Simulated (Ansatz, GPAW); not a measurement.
# How KAg2Te2 (model structure) absorbs and reflects light, part 2 of 3

Aim: the dielectric function of KAg2Te2 (model structure), and the optical constants that follow from it. The structure is a model built here, which may or may not match a known phase. It was built so: All Cu replaced by Ag and Se replaced by Te in the Fmmm structure of KCu2Se2. The cell is first relaxed with Ansatz.

GPAW 26.7.0; DFT, revPBE, plane-wave PAW (GPAW data sets), scalar-relativistic, RPA, optical limit.

So far: Set-up; Relaxation.

## Step 3: Ground state

First the ground state: is it a metal or has it a gap?

This step: DFT, revPBE, plane-wave PAW (GPAW data sets), scalar-relativistic, ground state (GPAW 26.7.0).

File gs.py:

```python
from ase import Atoms
from ase.dft.bandgap import bandgap
from gpaw import GPAW, PW, FermiDirac

atoms = Atoms(['Te', 'Te', 'Ag', 'Ag', 'K'],
              cell=[[0.00000000, 3.22867535, 7.64603772],
                    [3.22961075, 0.00000000, 7.64603772],
                    [3.22961075, 3.22867535, 0.00000000]],
              scaled_positions=[[0.86532184, 0.86532184, 0.13467816],
                                [0.13467816, 0.13467816, 0.86532184],
                                [0.75000000, 0.75000000, 0.75000000],
                                [0.25000000, 0.25000000, 0.25000000],
                                [0.50000000, 0.50000000, 0.50000000]],
              pbc=[True, True, True])
atoms.calc = GPAW(mode=PW(500), xc='revPBE', kpts={'size': (5, 5, 5), 'gamma': True},
                  occupations=FermiDirac(0.05), maxiter=150, txt='gs.txt')
print('energy (eV)', atoms.get_potential_energy())
print('Fermi level (eV)', atoms.calc.get_fermi_level())
print('valence electrons', atoms.calc.get_number_of_electrons())
print('gap (eV)', bandgap(atoms.calc, output=None)[0])
print('direct gap (eV)', bandgap(atoms.calc, direct=True, output=None)[0])
atoms.calc.write('gs.gpw')
```

Run with:

```console
OMP_NUM_THREADS=1 python gs.py
```

Numbers of over 12 decimals in the logs are rounded to 6 here.

Output:

```text
__  _  _
 | _ |_)|_||  |
 |__||  | ||/\| - 26.7.0

Versions:
  Python: 3.12.14
  ASE:    3.29.0
  Numpy:  2.5.5
  Scipy:  1.18.1
  Libxc:  7.0.0

Input parameters:
  mode=PW(ecut=500.0),
  kpts=MonkhorstPack(size=(5, 5, 5), gamma=True),
  maxiter=150,
  occupations=Occupations(name='fermi-dirac', width=0.05, fixmagmom=False),
  xc=XC(name='revPBE')

Diagonalizing LCAO Hamiltonian
Converting LCAO to pw mode

            Te
                 Ag

            K

       Ag
            Te

Atoms  # Å, Bohr magnetons
|   | symbol |        x |        y |         z |    initial magnetic moments |
| 0 |     Te | 3.229611 | 3.228675 | 13.232567 | ( 0.0000,  0.0000,  0.0000) |
| 1 |     Te | 3.229611 | 3.228675 |  2.059509 | ( 0.0000,  0.0000,  0.0000) |
| 2 |     Ag | 4.844416 | 4.843013 | 11.469057 | ( 0.0000,  0.0000,  0.0000) |
| 3 |     Ag | 1.614805 | 1.614338 |  3.823019 | ( 0.0000,  0.0000,  0.0000) |
| 4 |      K | 3.229611 | 3.228675 |  7.646038 | ( 0.0000,  0.0000,  0.0000) |

Unit cell  # Å
| periodic |        x |        y |        z |  lengths |    angles |
|      yes | 0.000000 | 3.228675 | 7.646038 | 8.299773 | 74.027412 |
|      yes | 3.229611 | 0.000000 | 7.646038 | 8.300137 | 74.036192 |
|      yes | 3.229611 | 3.228675 | 0.000000 | 4.566698 | 31.936396 |

Number of symmetries: 8
Symmetry operations  # r_c * U_cc + t_c -> r_c
|   | kind |            matrix            |
| 0 |  σ   |  1, 0, 0,  1, 0,-1,  1,-1, 0 |
| 1 |  E   |  1, 0, 0,  0, 1, 0,  0, 0, 1 |
| 2 |  C2  |  0, 1,-1,  1, 0,-1,  0, 0,-1 |
| 3 |  σ   |  0, 1,-1,  0, 1, 0, -1, 1, 0 |
| 4 |  C2  |  0,-1, 1,  0,-1, 0,  1,-1, 0 |
| 5 |  σ   |  0,-1, 1, -1, 0, 1,  0, 0, 1 |
| 6 |  i   | -1, 0, 0,  0,-1, 0,  0, 0,-1 |
| 7 |  C2  | -1, 0, 0, -1, 0, 1, -1, 1, 0 |

BZ-sampling:
  Number of BZ points: 125
  Number of IBZ points: 27

  Monkhorst-Pack size: [5, 5, 5]
  Monkhorst-Pack shift: [0, 0, 0]

K-points  # in reciprocal-cell coordinates
|     |                                coordinates |     weight |
|   0 | (  0.00000000,   0.00000000,   0.00000000) | 0.00800000 |
|   1 | (  0.00000000,   0.20000000,   0.20000000) | 0.01600000 |
|   2 | (  0.00000000,   0.40000000,   0.40000000) | 0.01600000 |
|   3 | (  0.20000000,  -0.40000000,  -0.40000000) | 0.03200000 |
|   4 | (  0.20000000,  -0.20000000,  -0.40000000) | 0.03200000 |
|   5 | (  0.20000000,   0.00000000,   0.20000000) | 0.01600000 |
|   6 | (  0.20000000,   0.20000000,   0.00000000) | 0.01600000 |
|   7 | (  0.20000000,   0.20000000,   0.20000000) | 0.06400000 |
|   8 | (  0.20000000,   0.20000000,   0.40000000) | 0.03200000 |
|   9 | (  0.20000000,   0.40000000,  -0.40000000) | 0.03200000 |
| ... |                                            |            |
|  26 | (  0.40000000,   0.40000000,   0.40000000) | 0.06400000 |

Plane wave coefficients: 4076
Cutoff: 500.0 eV

Spin-components: 1 (collinear spins)
Bands:           37
Projectors:      27
Spin-degeneracy: 2
Datatype:        complex128

Parallelization:
  kpt:    1
  domain: 1
  band:   1

Density:
  Valence electrons: 55.0
  Components: 1
  Grid points: [45 45 45]
  Charge: 0.0  # |e|

Potential:
  Grid points: [45 45 45]

species:
  Te:
    name:    Tellurium
    id:
    Z:       52.0
    valence: 6
    core:    46
    charge:  0.0  # [|e|]
    compensation charges:
      type: gauss
      rc: 0.36  # [Å]
      lmax: 2
    cutoffs:
      filter: 2.09  # [Å]
      core: 3.17  # [Å]
    projectors
    | kind |    occ | energy [eV] | rcut [Å] |
    |   5s |  2.000 |     -15.027 |    1.180 |
    |   5p |  4.000 |      -5.913 |    1.196 |
    |    s |        |      12.185 |    1.180 |
    |    p |        |      21.299 |    1.196 |
    |    d |        |       0.000 |    1.238 |

    Using partial waves for Te as LCAO basis

  Ag:
    name:    Silver
    id:
    Z:       47.0
    valence: 17
    core:    30
    charge:  0.0  # [|e|]
    compensation charges:
      type: gauss
      rc: 0.40  # [Å]
      lmax: 2
    cutoffs:
      filter: 2.35  # [Å]
      core: 2.19  # [Å]
    projectors
    | kind |    occ | energy [eV] | rcut [Å] |
    |   5s |  1.000 |      -4.283 |    1.286 |
    |   4p |  6.000 |     -58.516 |    1.328 |
    |   5p |  0.000 |      -0.712 |    1.328 |
    |   4d | 10.000 |      -7.382 |    1.180 |
    |    s |        |      22.929 |    1.286 |
    |    d |        |      19.829 |    1.180 |

    Using partial waves for Ag as LCAO basis

  K:
    name:    Potassium
    id:
    Z:       19.0
    valence: 9
    core:    10
    charge:  0.0  # [|e|]
    compensation charges:
      type: gauss
      rc: 0.35  # [Å]
      lmax: 2
    cutoffs:
      filter: 1.91  # [Å]
      core: 1.27  # [Å]
    projectors
    | kind |    occ | energy [eV] | rcut [Å] |
    |   3s |  2.000 |     -35.397 |    1.122 |
    |   4s |  1.000 |      -2.275 |    1.122 |
    |   3p |  6.000 |     -18.838 |    1.106 |
    |    p |        |       8.373 |    1.106 |
    |    d |        |       0.000 |    0.937 |

    Using partial waves for K as LCAO basis

Reference energy: -675187.924568  # eV

eigensolver:
  PPCG
  Converge bands: occupied
  niter=2

density mixing:
  MSR1-Mixer
  Pratt-step length: 0.05
  Maximum mixing coefficient: 0.75
  Old densities: 10
  SVD Regularization: 0.005
  Good broyden scale: 1.0
  Trust region scale: 1.0
  Backstep threshold: 4.0
  History deletion threshold: 6.0
  Fourier metric: weight=20.0, sigma=0.015

occupation numbers:
  Fermi-Dirac:
    width: 0.0500  # eV

poisson solver:
  ecut: 4000.0  # eV

xc functional:
  name: revPBE with 2 nearest neighbor stencil

convergence criteria:
- Maximum [total energy] change in last 3 cyles: 0.0005 eV / valence electron
- Maximum integral of absolute [dens]ity change: 0.0001 electrons / valence electron
- Maximum integral of absolute [eigenst]ate change: 4e-08 eV^2 / valence electron
maximum number of iterations: 150

SCF iterations
|iter     |      energy | eigst |  dens |
|iter:   1||  -14.616791 | -0.31 |       |
|iter:   2||  -14.405730 | -2.09 | -1.33 |
|iter:   3||  -13.930285 | -1.61 | -1.38 |
|iter:   4||  -13.904166 | -2.94 | -1.80 |
|iter:   5||  -13.905654c| -3.46 | -2.05 |
|iter:   6||  -13.906147c| -4.17 | -2.59 |
|iter:   7||  -13.906126c| -5.42 | -3.31 |
|iter:   8||  -13.906153c| -6.39 | -3.72 |
|iter:   9||  -13.906158c| -7.09 | -4.17c|
|iter:  10||  -13.906159c| -7.51c| -4.92c|

Converged in 10 steps
SCF loop duration: 149.917 s (14.992 s/step)
Energy contributions relative to reference atoms: (reference = -675187.924568)

Energy contributions:
  Kinetic:           8.085410
  Coulomb:         -10.612869
  Zero:             -0.025302
  External:          0.000000
  Xc:              -11.343510
  Entropy:          -0.019777
  Spinorbit:         0.000000
  ----------------------------
  Free energy:     -13.916047
  Extrapolated:    -13.906159

dipole moment: (-0.000180, -0.000180, -0.000427)  # |e|*Ang

Fermi level: 3.934
Eigenvalues  # (at kpt = [0.000, 0.000, 0.000])
| band index |      eig [eV] | occ [0-2] |
|          0 |       -50.803 |     2.000 |
|        ... |               |           |
|         17 |         0.299 |     2.000 |
|         18 |         0.300 |     2.000 |
|         19 |         0.562 |     2.000 |
|         20 |         0.806 |     2.000 |
|         21 |         1.005 |     2.000 |
|         22 |         1.238 |     2.000 |
|         23 |         2.768 |     2.000 |
|         24 |         2.769 |     2.000 |
|         25 |         4.158 |     0.023 |
|         26 |         4.158 |     0.023 |
|         27 |         4.278 |     0.002 |
|         28 |         5.440 |     0.000 |
|         29 |         7.235 |     0.000 |
|         30 |         7.470 |     0.000 |
|         31 |         7.604 |     0.000 |
|         32 |         9.600 |     0.000 |
|        ... |               |           |
|         36 |        11.962 |     0.000 |

No gap
No difference between direct/indirect transitions

--- standard output ---
energy (eV) -13.906159
Fermi level (eV) 3.934481
valence electrons 55.0
gap (eV) 0.0
direct gap (eV) 0.0
```

Wall time 2.6 min (1 thread of Arm Neoverse V2, shared host); peak memory 0.38 GiB.

Numbers from this step:

* energy: -13.91 eV
* Fermi energy: 3.934 eV
* electrons: 55

There are states at the Fermi level within the smearing, so the occupations stay smeared and the carriers get a Drude term.

## Step 4: Bands for the response

The response needs many more empty bands than the density does.

This step: DFT, revPBE, plane-wave PAW (GPAW data sets), scalar-relativistic, bands at fixed density (GPAW 26.7.0).

File nscf.py:

```python
from ase.dft.bandgap import bandgap
from gpaw import GPAW, FermiDirac

calc = GPAW('gs.gpw').fixed_density(kpts={'size': (8, 8, 8), 'gamma': True}, nbands=58, convergence={'bands': 52},
                                    occupations=FermiDirac(0.05), txt='nscf.txt')
print('gap (eV)', bandgap(calc, output=None)[0])
print('direct gap (eV)', bandgap(calc, direct=True, output=None)[0])
calc.write('full.gpw', mode='all')
```

Run with:

```console
OMP_NUM_THREADS=1 python nscf.py
```

Output:

```text
Diagonalizing LCAO Hamiltonian
Converting LCAO to pw mode
convergence criteria:
- Maximum integral of absolute [eigenst]ate change: 4e-08 eV^2 / valence electron
maximum number of iterations: 150

SCF iterations
|iter     |      energy | eigst |  dens |
|iter:   1||             | +2.76 |       |
|iter:   2||             | +1.57 |       |
|iter:   3||             | +0.64 |       |
|iter:   4||             | -0.47 |       |
|iter:   5||             | -1.44 |       |
|iter:   6||             | -2.38 |       |
|iter:   7||             | -3.17 |       |
|iter:   8||             | -4.05 |       |
|iter:   9||             | -4.82 |       |
|iter:  10||             | -5.67 |       |
|iter:  11||             | -6.44 |       |
|iter:  12||             | -7.17 |       |
|iter:  13||             | -7.74c|       |
SCF steps: 13
  __  _  _
 | _ |_)|_||  |
 |__||  | ||/\| - 26.7.0

Versions:
  Python: 3.12.14
  ASE:    3.29.0
  Numpy:  2.5.5
  Scipy:  1.18.1
  Libxc:  7.0.0

Input parameters:
  mode=PW(ecut=500.0),
  convergence={'bands': 52},
  gpts=array([45, 45, 45]),
  kpts=MonkhorstPack(size=(8, 8, 8), gamma=True),
  maxiter=150,
  nbands=58,
  occupations=Occupations(name='fermi-dirac', width=0.05, fixmagmom=False),
  parallel={},
  xc=XC(name='revPBE')

--- standard output ---
gap (eV) 0.0
direct gap (eV) 0.0
```

The job ended after 16 min (1 thread; peak memory 0.75 GiB).

(Part 2 of 3 ends here.)

[Machine, clock and banner lines and Python warnings are left out of the logs.]

[Logs are printed without paths, hosts, clocks, repeated set-up lines and the standing remarks that a program may print on its own settings, such as how far it seeks lower states.]

[Hosts, paths, dates, database ids (printed as entryN), source tags and the programs' standing remarks are cut or masked in the printed files.]
